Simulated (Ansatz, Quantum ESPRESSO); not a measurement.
# Lattice dynamics of KCl (Sylvite) in two programs, part 3 of 4

How does KCl (Sylvite) vibrate, and is this structure a minimum?

Quantum ESPRESSO 7.5; DFT PBE, scalar-relativistic, plane waves, PseudoDojo norm-conserving pseudopotentials.

So far, highest frequency (cm⁻¹): step 7 (dispersion) 196. The relaxed cell has a = 6.380 Å (conventional setting).

## (8) Sums over the zone

Sums over the zone need many more wavevectors than were solved, so the interpolation is sampled on a dense mesh.

Input file matdyn.in:

```
 &input
    asr='simple',
    flfrc='x.fc',
    dos=.true.,
    fldos='x.dos',
    nk1=12,
    nk2=12,
    nk3=12,
    deltaE=0.3,
 /
```

Launch:

```
$ matdyn.x -in matdyn.in > matdyn.out
```

Numbers of over 12 decimals in the logs are rounded to 6 here.

The log of the run:

```text
[banner, memory and clock lines left out]
Program MATDYN v.7.5

 mass for atomic type   1 not given; uses mass from file x.fc
 mass for atomic type   2 not given; uses mass from file x.fc
```

Elapsed: 3.7 s, on 1 thread of Intel Xeon Platinum 8488C (Sapphire Rapids), shared host.

Read from the output:

* share of modes beyond 3i cm⁻¹ on the dense interpolated mesh: 0
* zero-point energy per atom: 19.91 meV
* heat capacity at 300 K: 24.36 J/(mol atoms K)
* vibrational entropy at 300 K: 43.10 J/(mol atoms K)

The phonon density of states has structure finer than the step of the table below, so its rows give means over 5 cm⁻¹, whole bins alone (the curve runs from 0 to 196 cm⁻¹). Peaks (cm⁻¹: height): total 79.2: 0.0669, 88.8: 0.0880, 103.2: 0.0951, 130.8: 0.166, 135.6: 0.127; Cl 79.2: 0.0265, 87.6: 0.0258, 102.0: 0.0617, 130.8: 0.0931, 135.6: 0.0746; K 79.2: 0.0404, 88.8: 0.0628, 104.4: 0.0349, 130.8: 0.0726, 135.6: 0.0521.

Tetrahedra. Table of phonon density of states by wavenumber; means over each step; values in 1/cm⁻¹/cell:

```
wavenumber (cm⁻¹)    total       Cl        K
                5   3.4e-5   1.5e-5   1.6e-5
               10   1.3e-4   6.3e-5   7.0e-5
               15   2.9e-4   1.4e-4   1.5e-4
               20  0.00132   6.2e-4   6.9e-4
               25  0.00204   9.6e-4  0.00108
               30  0.00320  0.00152  0.00169
               35  0.00519  0.00245  0.00274
               40  0.00719  0.00338  0.00381
               45  0.00970  0.00454  0.00516
               50   0.0140  0.00651  0.00748
               55   0.0199  0.00920   0.0107
               60   0.0329   0.0150   0.0179
               65   0.0432   0.0194   0.0238
               70   0.0467   0.0204   0.0263
               75   0.0536   0.0223   0.0313
               80   0.0589   0.0228   0.0361
               85   0.0524   0.0167   0.0356
               90   0.0675   0.0191   0.0484
               95   0.0140  0.00558  0.00838
              100   0.0602   0.0388   0.0214
              105   0.0780   0.0465   0.0315
              110   0.0482   0.0257   0.0225
              115   0.0652   0.0368   0.0283
              120   0.0736   0.0407   0.0329
              125   0.0868   0.0471   0.0397
              130    0.132   0.0739   0.0579
              135   0.0850   0.0497   0.0353
              140   0.0278   0.0145   0.0134
              145   0.0204  0.00973   0.0106
              150   0.0180  0.00861  0.00935
              155   0.0145  0.00718  0.00730
              160   0.0122  0.00618  0.00605
              165   0.0109  0.00554  0.00533
              170  0.00932  0.00478  0.00454
              175  0.00822  0.00424  0.00399
              180  0.00672  0.00348  0.00324
              185  0.00544  0.00283  0.00261
              190  0.00371  0.00193  0.00177
```

Harmonic thermodynamic functions per atom, summed over the density of states scaled to three modes an atom; melting is ignored. Thermodynamic functions:

```
T (K)  F_vib (meV/atom)  S (J/mol-atom/K)  C_V (J/mol-atom/K)
    0             19.91                 0                   0
   50             18.95             6.271               12.29
  100             12.58             17.88               20.37
  200            -14.69             33.35               23.66
  300            -54.62              43.1               24.36
  400            -103.1             50.15               24.61
  500            -158.1             55.66               24.73
  600            -218.1             60.17                24.8
  700            -282.5             63.99               24.84
  800            -350.6             67.31               24.86
  900            -421.9             70.24               24.88
 1000            -496.1             72.86               24.89
```

At 300 K the heat capacity has reached 98 % of the Dulong-Petit value.

## (9) Zone-centre analysis

A rigid shift of the crystal must cost nothing, but grids and finite bases break this; the acoustic sum rule is imposed before the matrix is diagonalised again. With Born charges the intensities follow, and the static dielectric tensor.

Input file dynmat.in:

```
 &input
    fildyn='x.dyn1',
    asr='simple',
    fileig='dynmat.eig',
    lperm=.true.,
 /
```

Launch:

```
$ dynmat.x -in dynmat.in > dynmat.out
```

The log of the run:

```text
[banner, memory and clock lines left out]
Program DYNMAT v.7.5

     Reading Dynamical Matrix from file x.dyn1
     ...Force constants read
     ...epsilon and Z* read
     A direction for q was not specified:TO-LO splitting will be absent

     Polarizability (A^3 units)
     multiply by 0.700206 for Clausius-Mossotti correction
         6.636130   -0.000000   -0.000000
        -0.000000    6.636130    0.000000
        -0.000000    0.000000    6.636130

     IR activities are in (D/A)^2/amu units

# mode   [cm-1]    [THz]      IR
    1     -0.00   -0.0000    0.0000
    2     -0.00   -0.0000    0.0000
    3      0.00    0.0000    0.0000
    4    125.55    3.7640    1.5850
    5    125.55    3.7640    1.5850
    6    125.55    3.7640    1.5850

Electronic dielectric permittivity tensor (relative, adimensional)
         2.284456   -0.000000   -0.000000
        -0.000000    2.284456    0.000000
        -0.000000    0.000000    2.284456

 ... with zone-center polar mode contributions
         5.587585    0.000000    0.000000
         0.000000    5.587585   -0.000000
         0.000000   -0.000000    5.587585
```

Wall time 0.68 s (1 thread).

Numbers from this step:

| Item | Value |
| --- | --- |
| mean static dielectric constant | 5.588 |

Unit eigenvectors of the mass-weighted matrix after the sum rule; no LO-TO term. The modes at Γ (shares of kinetic energy by element, %):

```
mode  frequency (cm⁻¹)  symmetry  K %  Cl %
   1               0.0  acoustic   52    48
   2               0.0  acoustic   52    48
   3               0.0  acoustic   52    48
   4             125.6       T1u   48    52
   5             125.6       T1u   48    52
   6             125.6       T1u   48    52
```

Displacements in mode 6 (125.6 cm⁻¹), the largest set to 1:
```
K1   0.00  0.00 -0.91
Cl2  0.00  0.00  1.00
```

Degenerate modes summed, no LO-TO term. Infrared lines, with heights relative to the strongest:

```
position (cm⁻¹)  lines merged  label  IR intensity, relative
            126             3    T1u                     100
```

Static dielectric tensor (ions relaxed, fixed cell):

```
5.59 0.00 0.00
0.00 5.59 0.00
0.00 0.00 5.59
```

The rule moves no optical mode by more than 0.1 cm⁻¹.

## (10) Sum rules set otherwise: a sum rule for molecules or wires on a crystal

This rule also removes rotations, which suits wires and not a crystal; it is tried to see the harm.

Input file dynmat.in:

```
 &input
    fildyn='x.dyn1',
    asr='one-dim',
    fileig='dynmat.eig',
    lperm=.true.,
 /
```

Launch:

```
$ dynmat.x -in dynmat.in > dynmat.out
```

The log of the run:

```text
[banner, memory and clock lines left out]
Program DYNMAT v.7.5

     Reading Dynamical Matrix from file x.dyn1
     ...Force constants read
     ...epsilon and Z* read
asr rotation axis in 1D system=    3
     Acoustic Sum Rule: || Z*(ASR) - Z*(orig)|| =    1.598324E+00
     Acoustic Sum Rule: ||dyn(ASR) - dyn(orig)||=    4.435180E-02
     A direction for q was not specified:TO-LO splitting will be absent

     Polarizability (A^3 units)
     multiply by 0.700206 for Clausius-Mossotti correction
         6.636130   -0.000000   -0.000000
        -0.000000    6.636130    0.000000
        -0.000000    0.000000    6.636130

     IR activities are in (D/A)^2/amu units

# mode   [cm-1]    [THz]      IR
    1     -0.00   -0.0000    0.0000
    2     -0.00   -0.0000    0.0000
    3      0.00    0.0000    0.0000
    4      0.00    0.0000    0.0000
    5    125.53    3.7634    1.5850
    6    125.53    3.7634    1.5850

Electronic dielectric permittivity tensor (relative, adimensional)
         2.284456   -0.000000   -0.000000
        -0.000000    2.284456    0.000000
        -0.000000    0.000000    2.284456

 ... with zone-center polar mode contributions
         3.936517   -1.652060    0.000000
        -1.652060    3.936517   -0.000000
         0.000000   -0.000000    5.588577
```

It took 0.67 s on 1 thread.

The run ended normally, but on settings that are not sound.

The fault: a sum rule for molecules or wires on a crystal; 1 optical mode is projected out to zero frequency, as if it were a rotation, and the static dielectric tensor is spoilt.

For a crystal the rule has to be 'simple' or 'crystal'.

Zone-centre frequencies as printed; negative means imaginary. Modes:

```
mode  frequency (cm⁻¹)
   1                 0
   2                 0
   3                 0
   4                 0
   5             125.5
   6             125.5
```

## (11) Modes along a direction of q (1 0 0)

A longitudinal polar mode sets up a macroscopic field that stiffens it; the term hangs on the direction from which q goes to zero.

Input file dynmat.in:

```
 &input
    fildyn='x.dyn1',
    asr='simple',
    fileig='dynmat.eig',
    q(1)=1.0,
    q(2)=0.0,
    q(3)=0.0,
 /
```

Launch:

```
$ dynmat.x -in dynmat.in > dynmat.out
```

The log of the run:

```text
[banner, memory and clock lines left out]
Program DYNMAT v.7.5

     Reading Dynamical Matrix from file x.dyn1
     ...Force constants read
     ...epsilon and Z* read

     Polarizability (A^3 units)
     multiply by 0.700206 for Clausius-Mossotti correction
         6.636130   -0.000000   -0.000000
        -0.000000    6.636130    0.000000
        -0.000000    0.000000    6.636130

     IR activities are in (D/A)^2/amu units

# mode   [cm-1]    [THz]      IR
    1     -0.00   -0.0000    0.0000
    2      0.00    0.0000    0.0000
    3      0.00    0.0000    0.0000
    4    125.55    3.7640    1.5850
    5    125.55    3.7640    1.5850
    6    196.36    5.8866    1.5850
```

Run time: 0.66 s. Hardware: 1 thread.

Read from the output:

```yaml
highest_mode_moved_by_the_lo_to_term: 196.4 cm⁻¹
```

Zone-centre frequencies as printed; negative means imaginary. Modes:

```
mode  frequency (cm⁻¹)
   1                 0
   2                 0
   3                 0
   4             125.5
   5             125.5
   6             196.4
```

The field moves one mode, from 126 to 196 cm⁻¹; the others stay.

## (12) The dispersion under another sum rule (asr all)

The sum rule corrects the force constants themselves, so it can shift branches at any wavevector, low ones most.

Input file matdyn.in:

```
 &input
    asr='all',
    flfrc='x.fc',
    flfrq='x.freq',
    flvec='x.modes',
    q_in_band_form=.true.,
    q_in_cryst_coord=.true.,
 /
8
  0.0000000   0.0000000   0.0000000   8  ! GAMMA
  0.0000000   0.5000000   0.5000000   8  ! X
 -0.0000000   0.6250000   0.3750000   1  ! U
 -0.3750000   0.3750000  -0.0000000   8  ! K
  0.0000000   0.0000000   0.0000000   8  ! GAMMA
  0.0000000   0.5000000  -0.0000000   8  ! L
 -0.2500000   0.5000000   0.2500000   8  ! W
  0.0000000   0.5000000   0.5000000   1  ! X
```

Launch:

```
$ matdyn.x -in matdyn.in > matdyn.out
```

The log of the run:

```text
[banner, memory and clock lines left out]
Program MATDYN v.7.5

 mass for atomic type   1 not given; uses mass from file x.fc
 mass for atomic type   2 not given; uses mass from file x.fc

     WARNING: To use asr = 'all' for infrared-active solids, i.e., solids with nonzero
     Born effective charge, one must set read_lr = .true. in the matdyn.x input. Also,
     the flfrc file must have been constructed with write_lr = .true. in the q2r.x input.
     If the system is infrared inactive and you have nonzero Born effective charge due to
     numerical noise, you can ignore this warning.

 Norm of the difference between old and new effective charges:    7.749e-17

 Huang before:    1   1   1   2,   residual stress:   0.000000
 Huang before:    1   1   1   3,   residual stress:   0.000000
 Huang before:    1   1   2   2,   residual stress:   0.000000
 Huang before:    1   1   2   3,   residual stress:  -0.000000
 Huang before:    1   1   3   3,   residual stress:   0.000000
 Huang before:    1   2   1   3,   residual stress:   0.000000
 Huang before:    1   2   2   2,   residual stress:   0.000000
 Huang before:    1   2   2   3,   residual stress:   0.000000
 Huang before:    1   2   3   3,   residual stress:   0.000000
 Huang before:    1   3   2   2,   residual stress:  -0.000000
 Huang before:    1   3   2   3,   residual stress:  -0.000000
 Huang before:    1   3   3   3,   residual stress:  -0.000000
 Huang before:    2   2   2   3,   residual stress:  -0.000000
 Huang before:    2   2   3   3,   residual stress:   0.000000
 Huang before:    2   3   3   3,   residual stress:  -0.000000

 Norm of the difference between old and new force-constants:   1.33014e-05

   You are using asr="all", please consider citing C. Lin, S. Ponc\'e and N. Marzari, npj Comput Mater 8, 236 (2022).
```

The job ended after 0.73 s (1 thread).

At the labelled points the branches move by no more than 0.2 cm⁻¹. The log warns that this rule wants the long-range part of the force constants stored apart (write_lr, read_lr) in a polar crystal, which was not done.

(Continued in part 4 of 4.)

[Host names and launcher messages were left out of these logs when they were recorded.]

[Logs are printed without paths, hosts, clocks, repeated set-up lines and the standing remarks that a program may print on its own settings, such as how far it seeks lower states.]

[Hosts, paths, dates, database ids (printed as entryN), source tags and the programs' standing remarks are cut or masked in the printed files.]
